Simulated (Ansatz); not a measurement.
# How the smearing shapes the phonons of SrCd (Pm-3m)

Wanted: frequencies of SrCd (Pm-3m) solved wavevector by wavevector at several smearings.

Calculated with Ansatz 0.2.0; DFT PBEsol, scalar-relativistic, plane waves, PAW.

### Step 1. The starting structure

Symmetry: Pm-3m, No. 221, cubic system. Conventional cell: a = 4.003 Å, b = 4.003 Å, c = 4.003 Å, α = 90.00°, β = 90.00°, γ = 90.00°. Nearest to Sr lie 8 Cd at 3.47 Å. Nearest to Cd lie 8 Sr at 3.47 Å. Farther neighbours are not listed.

### Step 2. Relaxation

The structure is brought to rest under this functional.

input.yaml

```yaml
crystal:
  lattice:
    - [4.003, 0.0, 0.0]
    - [0.0, 4.003, 0.0]
    - [0.0, 0.0, 4.003]
  atoms:
    - { symbol: Sr, position: [0.5, 0.5, 0.5] }
    - { symbol: Cd, position: [0.0, 0.0, 0.0] }
kpoints:
  mp_grid: { grid: [8, 8, 8] }
hamiltonian:
  xc: pbesol
scf:
  occupations: { method: gaussian, width: 0.1 }
output:
  forces: true
  stress: true
  eigenvalues: true
relax:
  adjacent_minimum: "off"
  f_tol: 0.005
  max_steps: 80
  cell: { stress_tol: 0.05 }
```

Command:

```
$ ansatz run input.yaml --threads 4 --pin off --max-ram 8192MiB --backend cpu --events-out ev --progress --plain --runs-dir out
```

Numbers of over 12 decimals in the logs are rounded to 6 here.

The program printed:

```text
[the first part of the log is left out]
  E_xc         = -346.915459
  E_vxc        = -382.290325  (∫ρ·V_xc dr)
  E_paw        = -6656.522277  (= ΣΔE_a)
  E_vpaw       = -578.600217  (= ΣTr[D̂ρ^β])
  E_aug_tail   = 0.000011  (compensation charges beyond the density's cutoff)
  E_ewald      = -3153.080408
  E_core_change = 0.476307  (= ΣΔE_core)
  E_smearing   = -0.008974  (= −TS)
  E_closure    = 0.000000  (closes the sum)
  Σ components = -11676.901388   (vs F -11676.901388, Δ=0.00e0)
--- Forces (eV/Å), atoms counted from 1 ---
  atom   1  Sr    -0.00000000     0.00000000    -0.00000000
  atom   2  Cd     0.00000000     0.00000000    -0.00000000
  max |Σ_I F_I| component: 2.76e-30 eV/Å
--- Stress (GPa, compression-positive) ---
        0.009560       0.000000      -0.000000
        0.000000       0.009560       0.000000
       -0.000000       0.000000       0.009560
  P = ⅓ Tr σ = 0.0096 GPa (0.096 kbar)
--- Band table (eV; the first three rows and the last of 35) ---
  k-point 0: bands = ["-93.2073", "-54.2784", "-54.2784", "-54.2784", "-26.2450", "-8.2035", "-8.2035", "-8.2035", "0.7179", "0.7179", "0.8811", "0.8811", "0.8811", "3.4555", "10.6968", "10.6968", "13.4208", "13.4208", "13.4208"]
  k-point 1: bands = ["-93.2073", "-54.2785", "-54.2784", "-54.2784", "-26.2430", "-8.2422", "-8.2008", "-8.2008", "0.7223", "0.7451", "0.8763", "0.8763", "0.8830", "3.6436", "10.3913", "10.7451", "12.9284", "12.9284", "13.1040"]
  k-point 2: bands = ["-93.2073", "-54.2786", "-54.2784", "-54.2784", "-26.2381", "-8.3338", "-8.1941", "-8.1941", "0.7329", "0.8107", "0.8649", "0.8649", "0.8875", "4.1870", "9.2673", "10.8714", "12.2518", "12.2518", "13.4360"]
  k-point 34: bands = ["-93.2073", "-54.2788", "-54.2788", "-54.2788", "-26.2053", "-8.3879", "-8.3879", "-8.3879", "0.7988", "0.7988", "0.7988", "1.0219", "1.0219", "8.5236", "8.5236", "8.5236", "8.6327", "14.0691", "14.0691"]
--- Relaxed structure (3 steps of the walk, 3 accepted, 1 SCFs on fresh bases) ---
  F+E_penalty+E_count = -11676.90138837 eV   max|allowed force component| = 1.315e-30 eV/Å   (the final SCF, on the basis selected at the relaxed cell)
  cell:  # Å, volume = 62.6579 Å³
    - [3.971842, 0, 0.0]
    - [0, 3.971842, 0.0]
    - [0, 0.0, 3.971842]
  atoms:
    - { symbol: Sr, position: [0.5, 0.5, 0.5] }
    - { symbol: Cd, position: [0, 0, 0] }
```

Run time: 3 s. Hardware: 4 threads of Arm Neoverse V1, shared host; peak memory 0.36 GiB; 11 s of CPU time.

Step by step:

```
step  energy less that of the first step (eV)  largest force component (eV/Å)  pressure (GPa)  volume (Å³)
   1                                   0.0000                          0.0000           -0.64        64.14
   2                                  -0.0028                          0.0000           -0.21        63.13
   3                                  -0.0031                          0.0000            0.01        62.66
   4                                  -0.0030                          0.0000            0.01        62.66
```

The log counts 1 steps on a newly chosen plane-wave basis, not all of them marked here; energy and pressure can jump at such steps.

```
conventional cell, symmetrised  before  after  change
                         a (Å)   4.003  3.972  -0.8 %
                         b (Å)   4.003  3.972  -0.8 %
                         c (Å)   4.003  3.972  -0.8 %
              volume (Å³/atom)   32.07  31.33  -2.3 %
```

Final coordinates:

```xyz
2
Lattice="3.9718 0.0000 0.0000 0.0000 3.9718 0.0000 0.0000 0.0000 3.9718" Properties=species:S:1:pos:R:3 pbc="T T T"
Sr    1.9859    1.9859    1.9859
Cd    0.0000    0.0000    0.0000
```

This step gave:

- pressure: 0.009560 GPa
- volume per atom: 31.33 Å³
- metallic on mesh: yes
- gap on the k-mesh: 0 eV

The largest force is now zero by symmetry and the largest stress component 0.0096 GPa, small enough for phonons.

### Step 3. Phonons along a line: Fermi–Dirac smearing of 0.1 eV

Each wavevector is solved by itself, so no interpolation smooths a dip of the branch.

input.yaml

```yaml
crystal:
  lattice:
    - [3.9718423159, 0.0, 0.0]
    - [0.0, 3.9718423159, 0.0]
    - [0.0, 0.0, 3.9718423159]
  atoms:
    - { symbol: Sr, position: [0.5, 0.5, 0.5] }
    - { symbol: Cd, position: [0.0, 0.0, 0.0] }
kpoints:
  mp_grid: { grid: [12, 12, 12] }
hamiltonian:
  xc: pbesol
scf:
  occupations: { method: fermi_dirac, width: 0.1 }
output:
  eigenvalues: true
phonons:
  method: dfpt
  qpoints:
    - [0, 0, 0]
    - [0.0, 0.083333333, 0.0]
    - [0.0, 0.166666667, 0.0]
    - [0.0, 0.25, 0.0]
    - [0.0, 0.333333333, 0.0]
    - [0.0, 0.416666667, 0.0]
    - [0.0, 0.5, 0.0]
```

The program printed:

```text
The run solves and reports these wavevectors of phonons.qpoints, in the list's order, at another value: [0.0, 0.083333333, 0.0] as [0.0, 0.083333, 0.0], [0.0, 0.166666667, 0.0] as [0.0, 0.166667, 0.0], [0.0, 0.333333333, 0.0] as [0.0, 0.333333, 0.0], [0.0, 0.416666667, 0.0] as [0.0, 0.416667, 0.0].
[...]
Crystal: 2 atoms, lattice volume = 62.658 Å³
Basis set: ecut = 420 eV, 1237 PW (Γ), exchange–correlation on 54×54×54 points (8 copies of the dense FFT grid, shifted against one another)
Bands: 19, of which v1, the nominal top of the filled ones, is band 15 counted from 1 (14 counted from 0)
Symmetry: 48 space group operations
k-points: 84 of 1728
[...]
SCF iter   1: F=—  HF=-11676.926795 eV  |F-HF|=—  |Δ(HF+E_count)|=         —  Δρ=3.09e-3  dr2=5.19e-3  ethr=1.77e-3  ⟨swp⟩=6.0  Hψ=8315  notcnv=0
[...]
SCF iter   9: F=-11676.926990 eV  HF=-11676.926990 eV  |F-HF|=5.46e-12  |Δ(HF+E_count)|=  3.64e-11  Δρ=9.00e-8  dr2=8.51e-12  ethr=1.00e-12  ⟨swp⟩=5.7  Hψ=7976  notcnv=0
SCF 1 converged in 9 iterations: F = -11676.926990 eV  dr2 = 8.51e-12
[...]
NSCF: frozen V_eff on 84 k-points
[...]
DFPT response loops at q = (0, 0, 0) (fractional): preconditioner auto → Kerker (q_TF=auto, 2.413 Å⁻¹) (partly filled bands, converged f_vac=0.000); β = 1.00, the filter's whole step (`scf.mixing.beta` (0.50) is not read by the response loops under this deck's `scf.mixing.preconditioner`; to damp them name `kerker` or `kerker_dos`, under which they read `scf.mixing.beta`, and type it under 1.00, their step now; both keys bind the ground state too); Broyden in place of MSR1
[...]
SCF converged after 9 iterations
Free energy (F): -11676.926990 eV
[...]
Internal energy: -11676.878319 eV  (E = F + TS)
E sigma→0 (E₀):  -11676.902655 eV
Entropy (-TS):   -0.048671 eV (-24.336 meV/atom)
Fermi energy:    9.359770 eV
[...]
--- Band table (eV; the first three rows and the last of 84) ---
  k-point 0: bands = [... 11 lower, 0.8824, 0.8824, 3.4550, 10.6960, 10.6960, 13.4204, 13.4204, 13.4204]
  k-point 1: bands = [... 11 lower, 0.8802, 0.8832, 3.5390, 10.5756, 10.7178, 13.1580, 13.1580, 13.2164]
  k-point 2: bands = [... 11 lower, 0.8742, 0.8856, 3.7868, 10.0986, 10.7798, 12.6906, 12.6906, 13.0932]
  k-point 83: bands = [... 11 lower, 1.0231, 1.0231, 8.5236, 8.5236, 8.5236, 8.6322, 14.0680, 14.0680]
--- Phonons (Γ-DFPT): 2 representative perturbations + reference (Σ response iterations 6) ---
  ASR residual: 7.015e-5 → 0.000e0 eV/Å²; symmetrization residual: 2.992e-7 eV/Å²
  ASR residual per site (eV/Å²): 7.01e-5 2.01e-5
  Γ frequencies (cm⁻¹): 0.00 0.00 0.00 106.64 106.64 106.64
  non-analytic LO–TO correction: not included (Born effective charges unavailable; polar crystals: no LO–TO splitting at Γ)
--- Phonons (arbitrary-q DFPT): 7 explicit q-points ---
  q = [0, 0, 0] (of the zone-centre solve; hermiticity 2.91e-7, symmetrization 1.62e-11): -0.00 0.00 0.00 106.64 106.64 106.64
  q = [0, 0.083333, 0] (4 solved perturbations in 1848 linear systems a pass and spin channel, the states on 588 of 1728 k-point pairs; hermiticity 6.65e-6, symmetrization 2.21e-10): 14.69 14.69 19.40 105.86 105.86 106.50
[...]
sum rule: each row above includes the acoustic sum rule's correction from the zone centre's row sums; it moved no ω² by more than (0.47 cm⁻¹)²
```

Elapsed: 5.1 min, on 4 threads; peak memory 1.7 GiB; 20 min of CPU time.

The column dr2 measures how far the density is from self-consistency, as an energy; F and HF (Harris–Foulkes) agree once it is small.

Each wavevector solved by linear response. Table of frequency by |q| along the line:

```
|q| along the line (Å⁻¹)  mode 1 (cm⁻¹)  mode 2 (cm⁻¹)  mode 3 (cm⁻¹)  mode 4 = mode 5 (cm⁻¹)  mode 6 (cm⁻¹)
                   0.000              0              0              0                     107            107
                   0.132           14.7           14.7           19.4                     106            106
                   0.264           29.3           29.3           37.1                     104            107
                   0.396           43.1           43.1           50.9                    99.7            107
                   0.527           55.9           55.9           58.9                    94.4            109
                   0.659           61.6           67.0           67.0                    87.8            111
                   0.791           61.2           73.9           73.9                    82.6            111
```

### Step 4. Phonons along a line: Fermi–Dirac smearing of 0.25 eV

Each wavevector is solved by itself, so no interpolation smooths a dip of the branch.

Edit input.yaml of step 3 so:

```diff
@@ -13,3 +13,3 @@
 scf:
-  occupations: { method: fermi_dirac, width: 0.1 }
+  occupations: { method: fermi_dirac, width: 0.25 }
 output:
```

Wider smearing eases the sum over k-points of a metal but moves the result away from its zero-temperature value.

The program printed:

```text
band count auto-derived: 20 (N_el = 30.0; filled up to band 15; 19 by the electrons, moments and atoms)
[...]
Crystal: 2 atoms, lattice volume = 62.658 Å³
Basis set: ecut = 420 eV, 1237 PW (Γ), exchange–correlation on 54×54×54 points (8 copies of the dense FFT grid, shifted against one another)
Bands: 20, of which v1, the nominal top of the filled ones, is band 15 counted from 1 (14 counted from 0)
Symmetry: 48 space group operations
k-points: 84 of 1728
[...]
SCF iter   1: F=—  HF=-11677.049332 eV  |F-HF|=—  |Δ(HF+E_count)|=         —  Δρ=2.98e-3  dr2=4.71e-3  ethr=1.77e-3  ⟨swp⟩=5.9  Hψ=8686  notcnv=0
[...]
SCF iter  10: F=-11677.049789 eV  HF=-11677.049789 eV  |F-HF|=3.64e-12  |Δ(HF+E_count)|=  1.09e-11  Δρ=2.20e-8  dr2=2.05e-13  ethr=1.00e-12  ⟨swp⟩=6.6  Hψ=7699  notcnv=0
SCF 1 converged in 10 iterations: F = -11677.049789 eV  dr2 = 2.05e-13
[...]
WARN: eigensolver did not converge in 22 slots of this pass, the one above among them; of largest residual over every band (k=26): 1 band(s) unlocked (lowest unlocked band 19, counted from 0; max residual 4.97e-3 eV among the unlocked bands, 4.97e-3 eV over every band); of lowest unlocked band (k=1): band 19
[...]
SCF converged after 10 iterations
Free energy (F): -11677.049789 eV
[...]
Internal energy: -11676.764020 eV  (E = F + TS)
E sigma→0 (E₀):  -11676.906904 eV
Entropy (-TS):   -0.285769 eV (-142.885 meV/atom)
Fermi energy:    9.368981 eV
[...]
--- Band table (eV; the first three rows and the last of 84) ---
  k-point 0: bands = [... 11 lower, 0.8830, 0.8830, 3.4543, 10.6984, 10.6984, 13.4201, 13.4201, 13.4201, ... 1 higher]
  k-point 1: bands = [... 11 lower, 0.8808, 0.8839, 3.5384, 10.5776, 10.7202, 13.1588, 13.1588, 13.2166, ... 1 higher]
  k-point 2: bands = [... 11 lower, 0.8748, 0.8862, 3.7862, 10.0998, 10.7823, 12.6923, 12.6923, 13.0945, ... 1 higher]
  k-point 83: bands = [... 11 lower, 1.0238, 1.0238, 8.5243, 8.5243, 8.5243, 8.6304, 14.0692, 14.0692, ... 1 higher]
[...]
ASR residual: 6.274e-4 → 0.000e0 eV/Å²; symmetrization residual: 9.568e-8 eV/Å²
  ASR residual per site (eV/Å²): 6.27e-4 1.08e-4
  Γ frequencies (cm⁻¹): 0.00 0.00 0.00 106.38 106.38 106.38
[...]
--- Phonons (arbitrary-q DFPT): 7 explicit q-points ---
[...]
```

Wall time 5.5 min (4 threads); peak memory 1.7 GiB; 22 min of CPU time.

Each wavevector solved by linear response. The frequency by |q| along the line:

```
|q| along the line (Å⁻¹)  mode 1 (cm⁻¹)  mode 2 (cm⁻¹)  mode 3 (cm⁻¹)  mode 4 = mode 5 (cm⁻¹)  mode 6 (cm⁻¹)
                   0.000              0              0              0                     106            106
                   0.132           14.8           14.8           19.5                     106            106
                   0.264           29.3           29.3           37.0                     103            106
                   0.396             43             43           50.4                    99.2            107
                   0.527           55.6           55.6           58.2                    93.8            109
                   0.659           60.8           66.7           66.7                    87.2            111
                   0.791           60.9           73.5           73.5                    81.9            112
```

Against step 3 (now smearing width 0.25 eV), the free energy moves by -61.4 meV an atom.

### Step 5. Phonons along a line: Fermi–Dirac smearing of 0.04 eV

The smearing blurs the Fermi surface that screens the phonons; a Fermi–Dirac width is an electronic temperature.

Edit input.yaml of step 4 so:

```diff
@@ -13,3 +13,3 @@
 scf:
-  occupations: { method: fermi_dirac, width: 0.25 }
+  occupations: { method: fermi_dirac, width: 0.04 }
 output:
```

Narrower smearing comes nearer the zero-temperature value but asks more of the mesh.

The program printed:

```text
[...]
Crystal: 2 atoms, lattice volume = 62.658 Å³
Basis set: ecut = 420 eV, 1237 PW (Γ), exchange–correlation on 54×54×54 points (8 copies of the dense FFT grid, shifted against one another)
Bands: 19, of which v1, the nominal top of the filled ones, is band 15 counted from 1 (14 counted from 0)
Symmetry: 48 space group operations
k-points: 84 of 1728
[...]
SCF iter   1: F=—  HF=-11676.905094 eV  |F-HF|=—  |Δ(HF+E_count)|=         —  Δρ=3.11e-3  dr2=5.32e-3  ethr=1.77e-3  ⟨swp⟩=6.7  Hψ=8521  notcnv=0
[...]
SCF iter   9: F=-11676.905240 eV  HF=-11676.905240 eV  |F-HF|=1.82e-12  |Δ(HF+E_count)|=  2.91e-11  Δρ=7.62e-8  dr2=5.94e-12  ethr=1.00e-12  ⟨swp⟩=6.9  Hψ=7430  notcnv=0
SCF 1 converged in 9 iterations: F = -11676.905240 eV  dr2 = 5.94e-12
[...]
SCF converged after 9 iterations
Free energy (F): -11676.905240 eV
[...]
Internal energy: -11676.895626 eV  (E = F + TS)
E sigma→0 (E₀):  -11676.900433 eV
Entropy (-TS):   -0.009614 eV (-4.807 meV/atom)
Fermi energy:    9.368244 eV
[...]
--- Band table (eV; the first three rows and the last of 84) ---
  k-point 0: bands = [... 11 lower, 0.8814, 0.8814, 3.4550, 10.6962, 10.6962, 13.4204, 13.4204, 13.4204]
  k-point 1: bands = [... 11 lower, 0.8792, 0.8823, 3.5391, 10.5757, 10.7180, 13.1579, 13.1579, 13.2164]
  k-point 2: bands = [... 11 lower, 0.8732, 0.8846, 3.7869, 10.0987, 10.7800, 12.6903, 12.6903, 13.0932]
  k-point 83: bands = [... 11 lower, 1.0221, 1.0221, 8.5235, 8.5235, 8.5235, 8.6321, 14.0682, 14.0682]
[...]
ASR residual: 8.151e-5 → 0.000e0 eV/Å²; symmetrization residual: 5.080e-7 eV/Å²
  ASR residual per site (eV/Å²): 8.15e-5 8.11e-6
  Γ frequencies (cm⁻¹): 0.00 0.00 0.00 106.53 106.53 106.53
[...]
--- Phonons (arbitrary-q DFPT): 7 explicit q-points ---
[...]
```

It took 5 min on 4 threads; peak memory 1.6 GiB; 20 min of CPU time.

Each wavevector solved by linear response. Frequency against |q| along the line:

```
|q| along the line (Å⁻¹)  mode 1 (cm⁻¹)  mode 2 (cm⁻¹)  mode 3 (cm⁻¹)  mode 4 = mode 5 (cm⁻¹)  mode 6 (cm⁻¹)
                   0.000              0              0              0                     107            107
                   0.132           14.5           14.5           19.1                     106            106
                   0.264           29.4           29.4           36.8                     104            106
                   0.396           43.1           43.1           51.0                    99.6            106
                   0.527           55.8           55.8           59.1                    94.3            108
                   0.659           61.9           67.1           67.1                    88.0            111
                   0.791           59.9           73.9           73.9                    82.6            109
```

Against step 3 (now smearing width 0.04 eV), the free energy moves by +10.9 meV an atom.

[end of part 1 of 2]

[Logs are printed without paths, hosts, clocks, repeated set-up lines and the standing remarks that a program may print on its own settings, such as how far it seeks lower states.]

[Hosts, paths, dates, database ids (printed as entryN), source tags and the programs' standing remarks are cut or masked in the printed files.]
